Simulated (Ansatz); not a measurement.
## CdTe (F-43m): the PBE gap against the k mesh of the density

Wanted: the cheapest k mesh of the density that holds the PBE gap of CdTe (F-43m).

Main program and level: Ansatz 0.2.0; DFT, PBE, plane waves, PAW.

### 1. The structure

Symmetry: F-43m, No. 216, cubic system. The conventional cell has a = 6.480 Å, b = 6.480 Å, c = 6.480 Å, α = 90.00°, β = 90.00°, γ = 90.00°. Cd has 4 Te at 2.81 Å nearest. Nearest to Te lie 4 Cd at 2.81 Å. Farther neighbours and most contacts between anions are not listed.

The cell and positions come from the Crystallography Open Database and are kept as given unless a step says otherwise. Spin-orbit coupling is left out unless a step names it. The default PAW set here is soft_2. Its files were made with PBE.

### 2. k mesh of the density: 2×2×2

input.yaml reads:

```yaml
crystal:
  lattice:
    - [0.0, 3.24, 3.24]
    - [3.24, 0.0, 3.24]
    - [3.24, 3.24, 0.0]
  atoms:
    - { symbol: Cd, position: [0.0, 0.0, 0.0] }
    - { symbol: Te, position: [0.25, 0.25, 0.25] }
kpoints:
  mp_grid: { grid: [2, 2, 2] }
  band_path:
    path:
      - [0.0, 0.0, 0.0]
      - [-0.5, -0.5, 0.0]
      - [-0.375, -0.375, 0.25]
      - [-0.375, 0.0, 0.375]
      - [0.0, 0.0, 0.5]
      - [-0.5, -0.25, 0.25]
    npoints: 1
hamiltonian:
  xc: pbe
scf:
  occupations: { method: fixed }
  n_extra_bands: 4
output:
  eigenvalues: true
  write_density: true
  write_potential: true
  elf: true
  volumetric_format: npy
```

Started as:

```
$ ansatz run input.yaml --threads 3 --pin off --max-ram 92160MiB --backend cuda --events-out ev --progress --plain --runs-dir out --devices 1 --max-vram 13GiB
```

Numbers of over 12 decimals in the logs are rounded to 6 here.

The program printed:

```text
scf.n_extra_bands = 4 over 18 filled bands (N_el = 36.0): the run solves 22 bands
GPUs: using 1 of 1 available (devices: 1).
Engine: ansatz 0.2.0, x86_64-unknown-linux-gnu
Pseudopotentials: kind: paw
Pseudopotential: Cd, paw, valence charge 20, recommended cutoff 420 eV (normal), Cd.paw.azcp
Pseudopotential: Te, paw, valence charge 16, recommended cutoff 420 eV (normal), Te.paw.azcp
Functional definition: PBE
  parameter kappa = 0.804
  parameter beta = 0.066725
  exchange = pbe_x(kappa = kappa, mu = beta*pi^2/3)
  correlation = pbe_c(beta = beta)
device memory: the entry about to start is reckoned to put 1.7 GiB on a device that reports 64.3 GiB free (of which the cap on the GPU budget leaves the run 13.0 GiB)
GPU FFT provider: cuFFT
GPU libraries: cuBLAS 13.8.2, cuFFT 12.4.0, cuSOLVER 12.3.4
Crystal: 2 atoms, lattice volume = 68.024 Å³
Basis set: ecut = 420 eV, 1363 PW (Γ)
Bands: 22, of which v1, the nominal top of the filled ones, is band 18 counted from 1 (17 counted from 0)
Symmetry: 24 space group operations
Space group: F-43m (ITA 216), of the structure as read, at distance tolerance 4.1e-5 Å
k-points: 3 of 8
Non-local potential: Cd, projectors of the file, l = 0: 3, l = 1: 2, l = 2: 2, l = 3: 1
Non-local potential: Te, projectors of the file, l = 0: 2, l = 1: 2, l = 2: 2, l = 3: 2
PAW form: soft (Blöchl's): semilocal exchange-correlation on the pseudo side does not see the compensation charge
PAW one-centre angular grid: Cd, 590 points (default); XC on 64 Gauss nodes
PAW one-centre angular grid: Te, 590 points (default); XC on 64 Gauss nodes
Initial density: superposition of atomic densities (neutral atoms: chi_scale 0, normalization atom), corrected by the library's trained network
Initial wavefunctions: pseudopotential atomic-orbital guess
GPU buffer pool allocated for 32768 grid points (all kernels)
GPU transforms: local potential and band sums: pruned to the plane-wave sphere, on 30×32×32
Functional: x = pbe(κ = 0.804, μ = 0.219515), c = pbe(β = 0.066725)
SCF iter   1: F=—  HF=-15234.060992 eV  |F-HF|=—  |Δ(HF+E_count)|=         —  Δρ=7.63e-3  dr2=9.41e-2  ethr=1.77e-3  ⟨swp⟩=4.7  Hψ=257  notcnv=0  defer=4
preconditioner: auto → none  [insulator: Δε(μ)=0.753 eV  Ē_g=11.385 eV  n_scr=14 (ndim 8)  ℏωp=19.1 eV  f_vac=0.191  ε∞_Penn≈3.8]
SCF iter   2: F=—  HF=-15234.036440 eV  |F-HF|=—  |Δ(HF+E_count)|=   2.46e-2  Δρ=2.80e-3  dr2=5.66e-3  ethr=2.62e-4  ⟨swp⟩=3.0  Hψ=115  notcnv=0  defer=3
SCF iter   3: F=—  HF=-15234.036844 eV  |F-HF|=—  |Δ(HF+E_count)|=   4.05e-4  Δρ=1.26e-3  dr2=1.10e-3  ethr=1.57e-5  ⟨swp⟩=3.7  Hψ=130  notcnv=0  defer=3
SCF iter   4: F=—  HF=-15234.037369 eV  |F-HF|=—  |Δ(HF+E_count)|=   5.25e-4  Δρ=5.26e-4  dr2=1.48e-4  ethr=3.04e-6  ⟨swp⟩=2.0  Hψ=102  notcnv=0  defer=3
SCF iter   5: F=—  HF=-15234.037392 eV  |F-HF|=—  |Δ(HF+E_count)|=   2.25e-5  Δρ=1.25e-4  dr2=5.36e-6  ethr=4.10e-7  ⟨swp⟩=2.0  Hψ=112  notcnv=0  defer=3
SCF iter   6: F=—  HF=-15234.038016 eV  |F-HF|=—  |Δ(HF+E_count)|=   6.24e-4  Δρ=1.01e-5  dr2=5.65e-8  ethr=2.78e-10  ⟨swp⟩=4.7  Hψ=302  notcnv=0
SCF iter   7: F=-15234.038016 eV  HF=-15234.038016 eV  |F-HF|=2.88e-9  |Δ(HF+E_count)|=   8.47e-8  Δρ=2.20e-6  dr2=2.86e-9  ethr=1.57e-10  ⟨swp⟩=1.7  Hψ=220  notcnv=0
SCF 1 converged in 7 iterations: F = -15234.038016 eV  dr2 = 2.86e-9
[...]
device memory: the entry about to start is reckoned to put 1.0 GiB on a device that reports 68.5 GiB free (of which the cap on the GPU budget leaves the run 13.0 GiB)
NSCF: frozen V_eff on 6 k-points
SCF converged after 7 iterations
Free energy (F): -15234.038016 eV
Harris-Foulkes:  -15234.038016 eV  (|F-HF|=2.88e-9)
Internal energy: -15234.038016 eV  (E = F + TS)
E sigma→0 (E₀):  -15234.038016 eV
Fermi energy:    7.736150 eV
--- Per-component energies (eV) ---
  E_band       = -781.797856
  E_kinetic    = 688.280682
  E_local      = -5426.524032  (includes V_loc(G=0)·N_el)
  E_nonlocal   = -275.678099
  E_hartree    = 2740.414088
  E_xc         = -301.472710
  E_vxc        = -326.408721  (∫ρ·V_xc dr)
  E_paw        = -8747.033509  (= ΣΔE_a)
  E_vpaw       = -922.294548  (= ΣTr[D̂ρ^β])
  E_aug_tail   = -0.000149  (compensation charges beyond the density's cutoff)
  E_ewald      = -3912.024287
  E_smearing   = -0.000000  (= −TS)
  E_closure    = 0.000000  (closes the sum)
  Σ components = -15234.038016   (vs F -15234.038016, Δ=0.00e0)
--- Band table (eV) ---
  k-point 0: bands = [... 14 lower, -0.6348, 7.7362, 7.7362, 7.7362, 8.3862, 12.1580, 12.1580, 12.1580]
  k-point 1: bands = [... 14 lower, -0.2243, 3.2017, 6.9361, 6.9361, 9.4195, 12.7673, 12.7673, 14.7330]
  k-point 2: bands = [... 14 lower, -0.0600, 3.2954, 5.8235, 5.8235, 10.2008, 10.2899, 16.5952, 16.7499]
```

Wall time 12 s (1 × NVIDIA H100 80GB HBM3 (shared by 6 runs) with 3 threads of AMD EPYC 7R13 (Zen 3), shared host); peak memory 0.93 GiB; 3.3 s of CPU time.

The column dr2 measures how far the density is from self-consistency, as an energy; F and HF (Harris–Foulkes) agree once it is small.

This step gave:

```yaml
gap: 0.6501 eV
valence_top_at: Γ
conduction_bottom_at: Γ
least_direct_gap: 0.6501 eV
```

The gap is direct, at Γ.

### 3. k mesh of the density: 4×4×4

Changes to input.yaml since step 2:

```diff
@@ -9,3 +9,3 @@
 kpoints:
-  mp_grid: { grid: [2, 2, 2] }
+  mp_grid: { grid: [4, 4, 4] }
   band_path:
```

The program printed:

```text
[...]
GPUs: using 1 of 1 available (devices: 1).
[...]
GPU FFT provider: cuFFT
GPU libraries: cuBLAS 13.8.2, cuFFT 12.4.0, cuSOLVER 12.3.4
Crystal: 2 atoms, lattice volume = 68.024 Å³
Basis set: ecut = 420 eV, 1363 PW (Γ)
Bands: 22, of which v1, the nominal top of the filled ones, is band 18 counted from 1 (17 counted from 0)
Symmetry: 24 space group operations
[...]
Fermi energy:    7.493305 eV
[...]
--- Band table (eV; the first three rows and the last of 8) ---
  k-point 0: bands = [... 14 lower, -0.5564, 7.4933, 7.4933, 7.4933, 8.2549, 12.0932, 12.0932, 12.0932]
  k-point 1: bands = [... 14 lower, -0.5568, 4.7640, 7.0639, 7.0639, 9.4755, 12.6447, 12.6447, 12.8540]
  k-point 2: bands = [... 14 lower, -0.1996, 3.0635, 6.7169, 6.7169, 9.3049, 12.6857, 12.6857, 14.5530]
  k-point 7: bands = [... 14 lower, 0.0230, 3.3010, 5.1687, 5.2940, 11.7422, 12.1727, 13.0480, 13.8033]
[key lines of the parts left out:]
SCF converged after 6 iterations
Free energy (F): -15235.242963 eV
```

It took 14 s on 1 × NVIDIA H100 80GB HBM3 (shared by 6 runs) with 3 threads; peak memory 0.93 GiB; 3.1 s of CPU time.

Numbers from this step:

```
gap                  : 0.7616 eV
valence top at       : Γ
conduction bottom at : Γ
least direct gap     : 0.7616 eV
```

The gap is 0.762 eV, +0.111 eV from the run before at this level.

### 4. k mesh of the density: 6×6×6 (the default)

input.yaml, the sections that differ from step 3:

```yaml
kpoints:
  mp_grid: { grid: [6, 6, 6] }
  band_path:
    path:
      - [[0.0, 0.0, 0.0], [-0.5, -0.5, 0.0], [-0.375, -0.375, 0.25]]
      - [[-0.375, 0.0, 0.375], [0.0, 0.0, 0.0], [0.0, 0.0, 0.5], [-0.5, -0.25, 0.25], [-0.5, -0.5, 0.0]]
    npoints: 10
scf:
  occupations: { method: fermi_dirac, width: 0.02 }
  n_extra_bands: 4
# crystal, hamiltonian, output: as in step 3
```

The program printed:

```text
[...]
GPUs: using 1 of 1 available (devices: 1).
[...]
GPU FFT provider: cuFFT
GPU libraries: cuBLAS 13.8.2, cuFFT 12.4.0, cuSOLVER 12.3.4
Crystal: 2 atoms, lattice volume = 68.024 Å³
Basis set: ecut = 420 eV, 1363 PW (Γ)
Bands: 22, of which v1, the nominal top of the filled ones, is band 18 counted from 1 (17 counted from 0)
Symmetry: 24 space group operations
[...]
Fermi energy:    7.867322 eV
[...]
--- Band table (eV; the first three rows and the last of 16) ---
  k-point 0: bands = [... 14 lower, -0.5505, 7.4702, 7.4702, 7.4702, 8.2425, 12.0872, 12.0872, 12.0872]
  k-point 1: bands = [... 14 lower, -0.5516, 5.7364, 7.2426, 7.2426, 9.3304, 12.2021, 12.4254, 12.4254]
  k-point 2: bands = [... 14 lower, -0.4480, 3.8935, 6.8616, 6.8616, 9.4033, 12.7123, 12.7123, 13.7302]
  k-point 15: bands = [... 14 lower, 0.0029, 3.2558, 5.2605, 5.3528, 11.1886, 11.2673, 14.1646, 14.4636]
[key lines of the parts left out:]
SCF converged after 6 iterations
Free energy (F): -15235.299532 eV
```

Elapsed: 14 s, on 1 × NVIDIA H100 80GB HBM3 (shared by 6 runs) with 3 threads; peak memory 0.95 GiB.

This step gave:

```yaml
gap: 0.7723 eV
valence_top_at: Γ
conduction_bottom_at: Γ
least_direct_gap: 0.7723 eV
```

The gap is 0.772 eV, +0.011 eV from the run before at this level.

### 5. k mesh of the density: 10×10×10

input.yaml, the sections that differ from step 4:

```yaml
kpoints:
  mp_grid: { grid: [10, 10, 10] }
  band_path:
    path:
      - [0.0, 0.0, 0.0]
      - [-0.5, -0.5, 0.0]
      - [-0.375, -0.375, 0.25]
      - [-0.375, 0.0, 0.375]
      - [0.0, 0.0, 0.5]
      - [-0.5, -0.25, 0.25]
    npoints: 1
scf:
  occupations: { method: fixed }
  n_extra_bands: 4
output:
  eigenvalues: true
# crystal, hamiltonian: as in step 4
```

The program printed:

```text
[...]
GPUs: using 1 of 1 available (devices: 1).
[...]
GPU FFT provider: cuFFT
GPU libraries: cuBLAS 13.8.2, cuFFT 12.4.0, cuSOLVER 12.3.4
Crystal: 2 atoms, lattice volume = 68.024 Å³
Basis set: ecut = 420 eV, 1363 PW (Γ)
Bands: 22, of which v1, the nominal top of the filled ones, is band 18 counted from 1 (17 counted from 0)
Symmetry: 24 space group operations
[...]
Fermi energy:    7.466367 eV
[...]
--- Band table (eV; the first three rows and the last of 47) ---
  k-point 0: bands = [... 14 lower, -0.5491, 7.4664, 7.4664, 7.4664, 8.2406, 12.0863, 12.0863, 12.0863]
  k-point 1: bands = [... 14 lower, -0.5497, 6.5530, 7.3756, 7.3756, 8.9424, 12.0399, 12.2283, 12.2283]
  k-point 2: bands = [... 14 lower, -0.5502, 5.3288, 7.1597, 7.1597, 9.4214, 12.4004, 12.5218, 12.5218]
  k-point 46: bands = [... 14 lower, 0.0154, 3.2747, 5.1895, 5.3024, 11.4914, 11.6938, 13.5851, 14.0688]
[key lines of the parts left out:]
SCF converged after 6 iterations
Free energy (F): -15235.305616 eV
```

Elapsed: 11 s, on 1 × NVIDIA H100 80GB HBM3 (shared by 6 runs) with 3 threads; peak memory 0.94 GiB.

Numbers from this step:

| Item | Value |
| --- | --- |
| gap | 0.7742 eV |
| valence top at | Γ |
| conduction bottom at | Γ |
| least direct gap | 0.7742 eV |

The gap is 0.774 eV, +0.002 eV from the run before at this level.

### 6. The series

Differences are against the last row; a negative gap means that bands overlap, and a run with a band path holds that path's time. Times are wall times on 1 × NVIDIA H100 80GB HBM3 (shared by 6 runs) with 3 threads of AMD EPYC 7R13 (Zen 3), shared host, good to a factor of about two.

```csv
k mesh of the density,gap (eV),direct gap (eV),gap error (eV),energy error (meV/atom),irreducible k,time
2×2×2,0.650,0.650,−0.124,+633.8,3,12 s
4×4×4,0.762,0.762,−0.013,+31.3,8,14 s
6×6×6,0.772,0.772,−0.002,+3.0,16,14 s
10×10×10,0.774,0.774,+0.000,+0.0,47,11 s
```

### 7. Summary of results

```
2×2×2    : 0.650 eV
4×4×4    : 0.762 eV
6×6×6    : 0.772 eV
10×10×10 : 0.774 eV
```

What this shows: The gap holds to 0.02 eV from 4×4×4 on. At 2×2×2 the gap is off by −0.124 eV and the energy by +634 meV/atom. The gap is read over the mesh and added points near the edges, so meshes differ mainly through the density and, for a hybrid, the exchange operator.

[Paths, hosts, dates, memory and timing lines, banners, echoed tables and standing remarks are left out of the program output.]

[Logs are printed without paths, hosts, clocks, repeated set-up lines and the standing remarks that a program may print on its own settings, such as how far it seeks lower states.]

[Runs of the session that timed out or met a known fault of the program may be left out.]

[Cells called generated may have been cut or substituted from an entry of the Crystallography Open Database or the Materials Project.]

[Hosts, paths, dates, database ids (printed as entryN), source tags and the programs' standing remarks are cut or masked in the printed files.]
